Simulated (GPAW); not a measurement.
# CrSi2P4 monolayer in an electric field, part 3 of 3

Aim: the dipole that a field along the normal induces in CrSi2P4 monolayer.

GPAW 26.7.0; GPAW, PAW setups; layer in a repeated cell with vacuum, relaxation of atoms and in-plane cell (the session's first sound run).

So far. Step 8 (Field on): The dipole is now 0.0626 e Å, against -2.9e-4 in the run without a field. Step 9 (In a field): The dipole is now 0.125 e Å, against -2.9e-4 in the run without a field.

## (10) Field on

Level of this step: GPAW, PAW setups; slab in vacuum (GPAW).

File run.py:

```python
import json
import numpy as np
from ase import Atoms
from gpaw import GPAW, PW
from gpaw.external import ConstantElectricField

slab = Atoms(
    ['P', 'Si', 'P', 'Cr', 'P', 'Si', 'P'],
    positions=[
        [-0.00000, -0.00000, 7.00000],
        [-0.00000, 1.97099, 8.06028],
        [-0.00000, 1.97099, 10.33256],
        [-0.00000, 0.00000, 11.65094],
        [-0.00000, 1.97099, 12.96932],
        [-0.00000, 1.97099, 15.24160],
        [0.00000, -0.00000, 16.30188]],
    cell=[[3.41385, -0.0, 0.0], [-1.70693, 2.95649, 0.0], [0.0, 0.0, 23.3019]],
    pbc=[True, True, False])

slab.calc = GPAW(mode=PW(400), xc='PBE', kpts={'size': (9, 9, 1), 'gamma': True},
                 occupations={'name': 'fermi-dirac', 'width': 0.05}, nbands='200%',
                 convergence={'density': 1e-05}, maxiter=200,
                 poissonsolver={'dipolelayer': 'xy'},
                 external=ConstantElectricField(0.3, [0, 0, 1]),
                 symmetry={'tolerance': 1e-3}, txt='slab.txt')
result = {}
energy = slab.get_potential_energy()
fermi = slab.calc.get_fermi_level()
v = slab.calc.get_electrostatic_potential().mean((0, 1)) - fermi
n = slab.calc.get_pseudo_density().mean((0, 1))
L = slab.cell[2, 2]
z = np.arange(len(v)) * L / len(v)
low, high = slab.positions[:, 2].min(), slab.positions[:, 2].max()
below, above = np.interp([low - 4.8, high + 4.8], z, v)
slopes = [np.interp(x, z, np.gradient(v, z)) for x in (low - 4.8, high + 4.8)]
eps = np.array([[slab.calc.get_eigenvalues(k, s) for k in range(len(slab.calc.get_ibz_k_points()))]
                for s in range(slab.calc.get_number_of_spins())]) - fermi
top, bottom = eps[eps < 0].max(), eps[eps > 0].min()
dipole = slab.get_dipole_moment()[2]
print(f'energy {energy:.4f} eV, Fermi level {fermi:.4f} eV, dipole {dipole:.5f} e A')
print(f'potential 4.8 A off the faces, from the Fermi level: lower {below:.4f} eV, upper {above:.4f} eV')
print(f'slope of the potential there: lower {slopes[0]:.5f}, upper {slopes[1]:.5f} eV/A')
print(f'nearest levels on the mesh: {top:.4f} and {bottom:.4f} eV')
print('magnetic moment', round(slab.get_magnetic_moment(), 3))
result.update(energy=energy, fermi=fermi, dipole=dipole, below=below, above=above, slopes=slopes, edges=[top, bottom],
              z=z.tolist(), v=v.tolist(), n=n.tolist(), positions=slab.positions.tolist(),
              forces=slab.get_forces(apply_constraint=False).tolist(), moments=slab.get_magnetic_moments().tolist())
json.dump(result, open('result.json', 'w'))
```

Launch:

```sh
$ OMP_NUM_THREADS=1 OPENBLAS_NUM_THREADS=1 python run.py
```

What it wrote:

```text
energy -43.0515 eV, Fermi level 0.9574 eV, dipole 0.18759 e A
potential 4.8 A off the faces, from the Fermi level: lower 6.8883 eV, upper 3.5251 eV
slope of the potential there: lower -0.00020, upper 0.00003 eV/A
nearest levels on the mesh: -0.1907 and 0.1559 eV
magnetic moment 0.0
```

Wall time 2.4 min (1 thread of Arm Neoverse V2, shared host); peak memory 0.35 GiB.

The electrostatic potential energy of an electron (without an applied field's), less the Fermi level, planar mean oscillates, so the rows of the table below give means over windows of 1.73 Å about each position, cut where the curve ends. Its maxima inside the range that stand out by 2 % of the span (Å: eV): 1.7: 6.89, 7.6: -9.74, 9.3: 2.15, 11.0: -5.93, 12.3: -6.30, 14.0: 0.804, 15.8: -12.0. Its minima: 7.0: -13.8, 8.0: -12.2, 10.4: -13.1, 11.7: -12.6, 12.9: -13.9, 15.3: -14.3, 16.3: -16.4.

Electrostatic potential energy of an electron (without an applied field's), less the Fermi level, planar mean against z; means over each step:

```
z (Å)  electrostatic potential energy of an electron (without an applied field's), less the Fermi level, planar mean (eV)
 0.86                                                                                                                6.71
 2.59                                                                                                                6.89
 4.32                                                                                                                6.83
 6.05                                                                                                                1.15
 7.78                                                                                                               -10.4
 9.51                                                                                                               -2.72
11.24                                                                                                               -9.49
12.97                                                                                                               -7.87
14.70                                                                                                               -6.22
16.43                                                                                                               -9.74
18.16                                                                                                                3.05
19.89                                                                                                                3.52
21.62                                                                                                                3.53
```

The dipole is now 0.188 e Å, against -2.9e-4 in the run without a field.

## (11) The series

The members are put on one axis.

This step: induced dipole against applied field (GPAW 26.7.0).

Table of dipole along the normal by field:

```
field (V/Å)  dipole along the normal (e·Å)
     -0.200                         -0.125
     -0.100                        -0.0625
     -0.050                        -0.0313
      0.000                        -2.9e-4
      0.050                         0.0313
      0.100                         0.0626
      0.200                          0.125
      0.300                          0.188
```

## (12) What came out

```json
{
 "work function, upper and lower face": "5.205 and 5.198 eV",
 "dipole along the normal": "-2.9e-4 e Å",
 "induced dipole per field": "0.625 e Å per V/Å",
 "out-of-plane polarisability per area, α/(ε0 A)": "11.2 Å"
}
```

In words: The field induces 0.625 e Å per V/Å, a polarisable thickness α/(ε0 A) of 11.2 Å beside 9.30 Å between the outermost nuclei. A perfect conductor would give the distance between its two image planes; a dielectric of thickness t gives t(1 - 1/ε). The induced dipole is linear in the field over this range. The small printed dipole stands for a step of 5.1 meV from the lower to the upper face, and the probes find 6.3 meV; values this small are near the numerical noise of both. The runs had no spin polarisation, so a magnetic state, which thin layers of d-metal atoms can have, wasn't tested. The layer's cell and atoms come from the relaxation; spin-orbit coupling and temperature are left out.

[Logs are printed without paths, hosts, clocks, repeated set-up lines and the standing remarks that a program may print on its own settings, such as how far it seeks lower states.]

[Hosts, paths, dates, database ids (printed as entryN), source tags and the programs' standing remarks are cut or masked in the printed files.]
